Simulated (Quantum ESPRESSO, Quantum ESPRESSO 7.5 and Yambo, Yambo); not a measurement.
# TiO2 (Rutile): G0W0 on several meshes in Yambo

Aim: the GW shift of TiO2 (Rutile) against the k mesh.

Main program and level: Quantum ESPRESSO 7.5 and Yambo 5.3.0; PBE and many-body steps on it, plane waves.

**1. Set-up**

It takes space group P4_2/mnm (No. 136, tetragonal). Conventional cell: a = 4.592 Å, b = 4.592 Å, c = 2.957 Å, α = 90.00°, β = 90.00°, γ = 90.00°. Ti has 6 O at 1.95 to 1.98 Å nearest. Nearest to O lie 3 Ti at 1.95 to 1.98 Å. Farther neighbours and most contacts between anions are not listed.

The cell and positions come from the Crystallography Open Database and are kept as given unless a step says otherwise.

**2. Empty states on the mesh, 2×2×2 mesh, 89 bands**

This step: Quantum ESPRESSO 7.5; DFT, PBE, plane waves, norm-conserving pseudopotentials.

The sums over transitions need many empty states on a uniform mesh; this step solves for them.

Contents of pw.in:

```
&control
  calculation = 'nscf'
  prefix = 'x'
  outdir = 'o'
  pseudo_dir = 'pseudo'
/
&system
  ibrav = 0
  nat = 6
  ntyp = 2
  ecutwfc = 76.0
  nbnd = 89
  force_symmorphic = .true.
/
&electrons
  conv_thr = 1e-9
  electron_maxstep = 80
  diago_full_acc = .true.
  diago_thr_init = 5e-6
/
ATOMIC_SPECIES
  Ti 47.867 Ti.upf
  O 15.999 O.upf
CELL_PARAMETERS angstrom
  4.5922000000 0.0000000000 0.0000000000
  0.0000000000 4.5922000000 0.0000000000
  0.0000000000 0.0000000000 2.9574000000
ATOMIC_POSITIONS crystal
  Ti 0.0000000000 0.0000000000 0.0000000000
  Ti 0.5000000000 0.5000000000 0.5000000000
  O 0.3049600000 0.3049600000 0.0000000000
  O 0.1950400000 0.8049600000 0.5000000000
  O 0.6950400000 0.6950400000 0.0000000000
  O 0.8049600000 0.1950400000 0.5000000000
K_POINTS automatic
  2 2 2 0 0 0
```

On the command line:

```bash
$ OMP_NUM_THREADS=1 mpirun -n 8 pw.x -nk 4 -in pw.in > pw.out
```

The log of the run:

```text
Program PWSCF v.7.5 starts

     This program is part of the open-source Quantum ESPRESSO suite
     for quantum simulation of materials; please cite
         "P. Giannozzi et al., J. Phys.:Condens. Matter 21 395502 (2009);
         "P. Giannozzi et al., J. Phys.:Condens. Matter 29 465901 (2017);
         "P. Giannozzi et al., J. Chem. Phys. 152 154105 (2020);
     in publications or presentations arising from this work. More details at

     Atomic positions and unit cell read from directory:
     o/x.save/

     Message from routine setup:
[...]
59.4555

          k = 0.0000-0.5000 0.0000 (  4748 PWs)   bands (ev):

[...]
49.7663  49.7663  49.9040  49.9040  51.3235  51.3235  52.9924  52.9924
    55.4218  55.4218  56.3204  56.3204  58.8045  58.8045  59.7789  59.7789
    60.9295

          k = 0.0000-0.5000-0.7764 (  4720 PWs)   bands (ev):

     [... further k-points ...]

     highest occupied, lowest unoccupied level (ev):     9.1605   11.0770

     XML data file, pseudopotentials, collected wavefunctions

=------------------------------------------------------------------------------=
   JOB DONE.
=------------------------------------------------------------------------------=
```

It took 3.6 s on 8 MPI ranks of Arm Neoverse V2, shared host; peak memory 0.53 GiB.

This step gave:

```
gap                                                           : 1.917 eV
k of the valence top                                          : 0, 0, 0
k of the conduction bottom                                    : 0, 0, 0
least direct gap                                              : 1.917 eV
k points computed                                             : 6
lowest point of the top converged band, above the valence top : 50.0402 eV
```

On this mesh the gap is 1.917 eV.

The density comes from a self-consistent run that is not shown.

**3. Conversion and set-up**

This step: Yambo 5.3.0; conversion and set-up on PBE, plane waves, norm-conserving pseudopotentials.

The states are converted to the many-body program's format and the q mesh is built.

On the command line:

```bash
$ (cd o/x.save; p2y > p2y.log; mv SAVE ../..); yambo > setup.log
```

The log of the run:

```text
 Yambo, version 5.3.0

 [02] CORE Variables Setup
 =========================

  [02.01] Unit cells
  ==================

  Cell kind             :  Unknown
  Atoms in the cell     :  Ti  O
  number of Ti atoms    :  2
  number of O  atoms    :   4

  List of atomic masses
  Mass of Ti    :  47.86700
  Mass of O     :  15.99900

  List of atomic coordinates    : [cc]
  Ti1       :  0.000000  0.000000  0.000000  order 1
  Ti2       :  4.339000  4.339000  2.794338  order 2
  O1       :  2.646443  2.646443  0.000000  order 3
  O2       :  1.692557  6.985443  2.794338  order 4
[...]
==========================================

 IBZ Q-points                                      :   6
 BZ  Q-points                                      :   8

 K/Q-points units:
 rlu = crystal or reduced units; cc = cartesian coordinates; iku = interal k-units

 Q [1]          [rlu]:  0.000000  0.000000  0.000000
 Q [2]          [rlu]:  0.000000  0.000000 -0.500000
 Q [3]          [rlu]:  0.000000 -0.500000  0.000000
 Q [4]          [rlu]:  0.000000 -0.500000 -0.500000
 Q [5]          [rlu]: -0.500000 -0.500000  0.000000
 Q [6]          [rlu]: -0.500000 -0.500000 -0.500000

  [03.01] X indexes
  =================

   [03.01.01] Sigma indexes
   ========================

 [06] Game Over & Game summary
```

The job ended after 1.9 s (1 MPI rank; peak memory 0.24 GiB).

**4. 2×2×2**

Now the one-shot GW correction: screening in the RPA, then the self-energy of the levels asked for.

This step: G0W0 on PBE, plane waves, norm-conserving pseudopotentials.

Contents of gw13.in:

```
HF_and_locXC
gw0
dyson
ppa
em1d
rim_cut
RandQpts= 1000000
RandGvec= 1 RL
EXXRLvcs= 76 Ry
VXCRLvcs= 304 Ry
Chimod= "HARTREE"
% BndsRnXp
 1 | 89 |
%
NGsBlkXp= 9 Ry
% LongDrXp
 1 | 1 | 1 |
%
% GbndRnge
 1 | 89 |
%
DysSolver= "n"
ExtendOut
PPAPntXp= 27.21138 eV
% QPkrange
 1 | 1 | 23 | 26 |
%
```

On the command line:

```bash
$ OMP_NUM_THREADS=2 mpirun -n 4 yambo -F gw13.in -J gw13 -C gw13 > gw13.log
```

The log of the run:

```text
 Yambo, version 5.3.0

 [02] CORE Variables Setup
 =========================

  [... cell, symmetries and grids as in the set-up ...]

  [02.05] Energies & Occupations
  ==============================

  [X] === General ===
  [X] Electronic Temperature                        :  0.000000  0.000000 [eV K]
  [X] Bosonic    Temperature                        :  0.000000  0.000000 [eV K]
  [X] Finite Temperature mode                       : no
  [X] El. density                                   :  0.76964E+24 [cm-3]
  [X] Fermi Level                                   :  9.160474 [eV]

  [X] === Gaps and Widths ===
  [X] Conduction Band Min                           :  1.916506 [eV]
  [X] Valence Band Max                              :  0.000000 [eV]
  [X] Filled Bands                                  :  24
  [X] Empty Bands                                   :   25   89
  [X] Direct Gap                                    :  1.916506 [eV]
  [X] Direct Gap localized at k                     :  1
  [X] Indirect Gap                                  :  1.916506 [eV]
  [X] Indirect Gap between kpts                     :  1  1
  [X] Last valence band width                       :  1.423429 [eV]
  [X] 1st conduction band width                     :  1.090853 [eV]

 [03] Transferred momenta grid and indexing
 ==========================================

 IBZ Q-points                                      :   6
 BZ  Q-points                                      :   8

 K/Q-points units:
 rlu = crystal or reduced units; cc = cartesian coordinates; iku = interal k-units

 Q [1]          [rlu]:  0.000000  0.000000  0.000000
 Q [2]          [rlu]:  0.000000  0.000000 -0.500000
 Q [3]          [rlu]:  0.000000 -0.500000  0.000000
 Q [4]          [rlu]:  0.000000 -0.500000 -0.500000
 Q [5]          [rlu]: -0.500000 -0.500000  0.000000
 Q [6]          [rlu]: -0.500000 -0.500000 -0.500000

 [04] Coloumb potential Random Integration (RIM)
 ===============================================

  [04.01] RIM initialization
  ==========================

  * Diagonal components only detected *

  8 x (sBL volume)        :  0.589375 [a.u.]
  sBZ random points       :  1000000
  Points outside the sBZ  :   7992674
  RL volume               :  0.589375 [a.u.]
  Integrated volume       :  0.589915 [a.u.]

  [04.02] RIM integrals
  =====================

  Gamma point sphere radius             :  0.152083 [a.u.]
  Points outside the sphere             :   799882
  [Int_sBZ(q=0) 1/q^2]*(Vol_sBZ)^(-1/3) =:  7.512903
                                 should be <:  7.795600

  Summary of Coulomb integrals for non-metallic bands |Q|[au] RIM/Bare

  Q [1] 0.100000E-4 0.963736 * Q [3] 0.362018 0.941025
  Q [5] 0.511971 0.987578 * Q [2] 0.562135 1.188993
  Q [4] 0.668620 1.097621 * Q [6] 0.760336 1.057443

 [05] Dipoles
 ============

  [05.01] Setup: observables and procedures
  =========================================

  [WARNING] [x,Vnl] slows the Dipoles computation. To neglect it rename the ns.kb_pp file

 [06] Dynamic Dielectric Matrix (PPA)
 ====================================

 [WR./gw13//ndb.pp]--------------------------------------------------------------
  Brillouin Zone Q/K grids (IBZ/BZ)                :   6   8   6   8
  RL vectors                                       :   6025 [WF]
  Coulomb cutoff potential                         : none
  Electronic Temperature                           :  0.000000 [K]
  Bosonic    Temperature                           :  0.000000 [K]
  PPA    diel. fun.  energies                      : Perdew, Burke & Ernzerhof(X)+Perdew, Burke & Ernzerhof(C)
  wavefunctions                                    : Perdew, Burke & Ernzerhof(X)+Perdew, Burke & Ernzerhof(C)
  Global Gauge                                     : length
  X matrix size                                    :  197
  X band range                                     :    1   89
  X e/h energy range                               : -1.000000 -1.000000 [eV]
  X Time ordering                                  : R
  X Hxc Kernel                                     : HARTREE
  X Drude frequency                                :  0.000000  0.000000
  X poles                                          :  100.0000 [o/o]
  RL vectors in the sum                            :   6025
  [r,Vnl] included                                 : yes
  Field direction                                  :  0.577350E-5  0.577350E-5  0.577350E-5
  BZ energy Double Grid                            : no
  BZ energy DbGd points                            : 0
  BZ Q point size factor                           : -1.000000
  X Optical Averaged directions                    : none

 [07] Local Exchange-Correlation + Non-Local Fock
 ================================================

 [VXC] Plane waves :   37691
 [EXS] Plane waves :   4695

 QP @ state[ 1 ] K range:  1  1
 QP @ state[ 1 ] b range:  23  26

 [xc] Functional : Perdew, Burke & Ernzerhof(X)+Perdew, Burke & Ernzerhof(C)
 [xc] LIBXC used to calculate xc functional
  PP Number of Atomic Species                      :  2
  NLCC RL compoments                               :   37691
  PP Number of Atomic Species                      :  2
  NLCC RL compoments                               :   37691

 [xc] E_xc :  -28.63292 [Ha]
      E_xc :  -57.26583 [Ry]

  Local XC kind (lXC) : Perdew, Burke & Ernzerhof(X)+Perdew, Burke & Ernzerhof(C)
  Non-Local XC kind (nlXC) : Hartree-Fock

  Corrections @ K [1] :  [eV]
 <23|nlXC|23> = -25.29949 -0.41561E-16 <23|lXC|23> = -20.71556 -0.75527E-15
 <24|nlXC|24> = -25.05146  0.17359E-16 <24|lXC|24> = -20.49468  0.000000
 <25|nlXC|25> = -11.59067  0.49771E-17 <25|lXC|25> = -20.07112  0.37763E-15
 <26|nlXC|26> = -11.78787 -0.34378E-18 <26|lXC|26> = -19.71996 -0.37763E-15

 [08] Dyson equation: Newton solver
 ==================================

  [08.01] G0W0 (W PPA)
  ====================

  [  GW  ] Bands range     :    1   89
  [GW/PPA] G damping       :  0.100000 [eV]

  QP @ state[ 1 ] K range:  1  1
  QP @ state[ 1 ] b range:  23  26

   Sc/G bands                                       :    1   89
   Sc/G damping                                     :  0.100000 ev
   Sc bands terminator                              : no
   Sx RL components                                 :   4695

   QP @ state[ 1 ] K range                          :  1  1
   QP @ state[ 1 ] b range                          :  23  26
   GF energies kind                                 : Perdew, Burke & Ernzerhof(X)+Perdew, Burke & Ernzerhof(C)
   GF WF`s kind                                     : Perdew, Burke & Ernzerhof(X)+Perdew, Burke & Ernzerhof(C)
   Xs energies kind                                 : Perdew, Burke & Ernzerhof(X)+Perdew, Burke & Ernzerhof(C)
   Xs WF`s kind                                     : Perdew, Burke & Ernzerhof(X)+Perdew, Burke & Ernzerhof(C)

 [11] Game Over & Game summary
```

Run time: 6.4 s. Hardware: 4 MPI ranks; peak memory 1.3 GiB; 33 s of CPU time.

Numbers from this step:

```yaml
g0w0_gap_on_the_points_computed: 3.382 eV
starting_gap_on_the_mesh: 1.917 eV
k_of_the_valence_top: 0, 0, 0
k_of_the_conduction_bottom: 0, 0, 0
least_direct_g0w0_gap_on_the_computed_points: 3.382 eV
z_at_the_valence_top: 0.7607
z_at_the_conduction_bottom: 0.7720
```

The gap on the mesh goes from 1.92 eV to 3.38 eV, a correction of +1.47 eV.

**5. Empty states on the mesh, 2×2×4 mesh, 89 bands**

This step: Quantum ESPRESSO 7.5; DFT, PBE, plane waves, norm-conserving pseudopotentials.

Changes to pw.in since step 2:

```diff
@@ -35,2 +35,2 @@
 K_POINTS automatic
-  2 2 2 0 0 0
+  2 2 4 0 0 0
```

On the command line:

```bash
$ OMP_NUM_THREADS=1 mpirun -n 8 pw.x -nk 4 -in pw.in > pw.out
```

The log of the run:

```text
[banner, memory and clock lines left out]
Program PWSCF v.7.5 starts

     Atomic positions and unit cell read from directory:
     o/x.save/

     Message from routine setup:
     using ibrav=0 with symmetry is DISCOURAGED, use correct ibrav instead

     bravais-lattice index     =            0
     lattice parameter (alat)  =       8.6780  a.u.
     unit-cell volume          =     420.8703 (a.u.)^3
     number of atoms/cell      =            6
     number of atomic types    =            2
     number of electrons       =        48.00
[...]
5.3278   6.6120   6.6120   7.1748   8.4480   8.7088   8.7088   9.1605
[...]
60.6919

          k = 0.0000 0.0000 0.3882 (  4700 PWs)   bands (ev):

[...]
61.6158

          k = 0.0000 0.0000-0.7764 (  4648 PWs)   bands (ev):

[...]
50.7935  50.7935  51.6859  51.6859  53.7408  53.7408  54.8244  54.8244
    54.9111  54.9111  55.7552  55.7552  56.6217  56.6217  57.0585  57.0586
    59.4555

          k = 0.0000-0.5000 0.0000 (  4748 PWs)   bands (ev):

     [... further k-points ...]

     highest occupied, lowest unoccupied level (ev):     9.1605   11.0770

     XML data file, pseudopotentials, collected wavefunctions
```

The job ended after 5.2 s (8 MPI ranks; peak memory 0.52 GiB; 40 s of CPU time).

This step gave:

```yaml
gap: 1.917 eV
k_of_the_valence_top: 0, 0, 0
k_of_the_conduction_bottom: 0, 0, 0
least_direct_gap: 1.917 eV
k_points_computed: 9
lowest_point_of_the_top_converged_band_above_the_valence_top: 50.0402 eV
```

On this mesh the gap is 1.917 eV.

**6. Conversion and set-up**

This step: Yambo 5.3.0; conversion and set-up on PBE, plane waves, norm-conserving pseudopotentials.

On the command line:

```bash
$ (cd o/x.save; p2y > p2y.log; mv SAVE ../..); yambo > setup.log
```

The log of the run:

```text
 Yambo, version 5.3.0

 [02] CORE Variables Setup
 =========================

  [02.01] Unit cells
  ==================

  Cell kind             :  Unknown
  Atoms in the cell     :  Ti  O
  number of Ti atoms    :  2
  number of O  atoms    :   4

  List of atomic masses
  Mass of Ti    :  47.86700
  Mass of O     :  15.99900

  List of atomic coordinates    : [cc]
  Ti1       :  0.000000  0.000000  0.000000  order 1
  Ti2       :  4.339000  4.339000  2.794338  order 2
  O1       :  2.646443  2.646443  0.000000  order 3
  O2       :  1.692557  6.985443  2.794338  order 4
[...]
==========================================

 IBZ Q-points                                      :   9
 BZ  Q-points                                      :  16

 K/Q-points units:
 rlu = crystal or reduced units; cc = cartesian coordinates; iku = interal k-units

 Q [1]          [rlu]:  0.000000  0.000000  0.000000
 Q [2]          [rlu]:  0.000000  0.000000  0.250000
 Q [3]          [rlu]:  0.000000  0.000000 -0.500000
[...]
Q [8]          [rlu]: -0.500000 -0.500000  0.250000
 Q [9]          [rlu]: -0.500000 -0.500000 -0.500000

  [03.01] X indexes
  =================

   [03.01.01] Sigma indexes
   ========================

 [06] Game Over & Game summary
```

Wall time 2 s (1 MPI rank); peak memory 0.24 GiB.

**7. 2×2×4**

This step: G0W0 on PBE, plane waves, norm-conserving pseudopotentials.

Contents of gw14.in:

```
HF_and_locXC
gw0
dyson
ppa
em1d
rim_cut
RandQpts= 1000000
RandGvec= 1 RL
EXXRLvcs= 76 Ry
VXCRLvcs= 304 Ry
Chimod= "HARTREE"
% BndsRnXp
 1 | 89 |
%
NGsBlkXp= 9 Ry
% LongDrXp
 1 | 1 | 1 |
%
% GbndRnge
 1 | 89 |
%
DysSolver= "n"
ExtendOut
PPAPntXp= 27.21138 eV
% QPkrange
 1 | 1 | 23 | 26 |
%
```

On the command line:

```bash
$ OMP_NUM_THREADS=2 mpirun -n 4 yambo -F gw14.in -J gw14 -C gw14 > gw14.log
```

The log of the run:

```text
 Yambo, version 5.3.0

 [02] CORE Variables Setup
 =========================

  [... cell, symmetries and grids as in the set-up ...]

  [02.05] Energies & Occupations
  ==============================

  [X] === General ===
  [X] Electronic Temperature                        :  0.000000  0.000000 [eV K]
  [X] Bosonic    Temperature                        :  0.000000  0.000000 [eV K]
  [X] Finite Temperature mode                       : no
  [X] El. density                                   :  0.76964E+24 [cm-3]
  [X] Fermi Level                                   :  9.160474 [eV]

  [X] === Gaps and Widths ===
  [X] Conduction Band Min                           :  1.916506 [eV]
  [X] Valence Band Max                              :  0.000000 [eV]
  [X] Filled Bands                                  :  24
  [X] Empty Bands                                   :   25   89
  [X] Direct Gap                                    :  1.916506 [eV]
  [X] Direct Gap localized at k                     :  1
  [X] Indirect Gap                                  :  1.916506 [eV]
  [X] Indirect Gap between kpts                     :  1  1
  [X] Last valence band width                       :  1.423429 [eV]
  [X] 1st conduction band width                     :  1.090853 [eV]

 [03] Transferred momenta grid and indexing
 ==========================================

 IBZ Q-points                                      :   9
 BZ  Q-points                                      :  16

 K/Q-points units:
 rlu = crystal or reduced units; cc = cartesian coordinates; iku = interal k-units

 Q [1]          [rlu]:  0.000000  0.000000  0.000000
 Q [2]          [rlu]:  0.000000  0.000000  0.250000
 Q [3]          [rlu]:  0.000000  0.000000 -0.500000
[...]
================================================

 [VXC] Plane waves :   37691
 [EXS] Plane waves :   4695

 QP @ state[ 1 ] K range:  1  1
 QP @ state[ 1 ] b range:  23  26

 [xc] Functional : Perdew, Burke & Ernzerhof(X)+Perdew, Burke & Ernzerhof(C)
 [xc] LIBXC used to calculate xc functional
  PP Number of Atomic Species                      :  2
  NLCC RL compoments                               :   37691
  PP Number of Atomic Species                      :  2
  NLCC RL compoments                               :   37691

 [xc] E_xc :  -28.61106 [Ha]
      E_xc :  -57.22213 [Ry]

  Local XC kind (lXC) : Perdew, Burke & Ernzerhof(X)+Perdew, Burke & Ernzerhof(C)
  Non-Local XC kind (nlXC) : Hartree-Fock

  Corrections @ K [1] :  [eV]
 <23|nlXC|23> = -25.03697 -0.20236E-17 <23|lXC|23> = -20.67982  0.37763E-15
 <24|nlXC|24> = -24.84104 -0.80040E-17 <24|lXC|24> = -20.45468  0.000000
 <25|nlXC|25> = -11.96761 -0.31215E-17 <25|lXC|25> = -20.14114 -0.15105E-14
 <26|nlXC|26> = -11.95855 -0.50750E-18 <26|lXC|26> = -19.76994  0.000000

 [08] Dyson equation: Newton solver
 ==================================

  [08.01] G0W0 (W PPA)
  ====================

  [  GW  ] Bands range     :    1   89
  [GW/PPA] G damping       :  0.100000 [eV]

  QP @ state[ 1 ] K range:  1  1
  QP @ state[ 1 ] b range:  23  26

   Sc/G bands                                       :    1   89
   Sc/G damping                                     :  0.100000 ev
   Sc bands terminator                              : no
   Sx RL components                                 :   4695

   QP @ state[ 1 ] K range                          :  1  1
   QP @ state[ 1 ] b range                          :  23  26
   GF energies kind                                 : Perdew, Burke & Ernzerhof(X)+Perdew, Burke & Ernzerhof(C)
   GF WF`s kind                                     : Perdew, Burke & Ernzerhof(X)+Perdew, Burke & Ernzerhof(C)
   Xs energies kind                                 : Perdew, Burke & Ernzerhof(X)+Perdew, Burke & Ernzerhof(C)
   Xs WF`s kind                                     : Perdew, Burke & Ernzerhof(X)+Perdew, Burke & Ernzerhof(C)

 [11] Game Over & Game summary
```

Wall time 12 s (4 MPI ranks); peak memory 1.4 GiB.

Numbers from this step:

```
G0W0 gap on the points computed              : 3.358 eV
starting gap on the mesh                     : 1.917 eV
k of the valence top                         : 0, 0, 0
k of the conduction bottom                   : 0, 0, 0
least direct G0W0 gap on the computed points : 3.358 eV
Z at the valence top                         : 0.7614
Z at the conduction bottom                   : 0.7732
```

Against G0W0 in Yambo (2×2×2 mesh, 89 bands, screening to 122.5 eV, Godby-Needs plasmon pole), the gap moves by −0.024 eV.

[end of part 1 of 2]

[Paths, hosts, dates, memory and timing lines, banners, echoed tables and standing remarks are left out of the program output.]

[Logs are printed without paths, hosts, clocks, repeated set-up lines and the standing remarks that a program may print on its own settings, such as how far it seeks lower states.]

[Runs of the session that timed out or met a known fault of the program may be left out.]

[Hosts, paths, dates, database ids (printed as entryN), source tags and the programs' standing remarks are cut or masked in the printed files.]
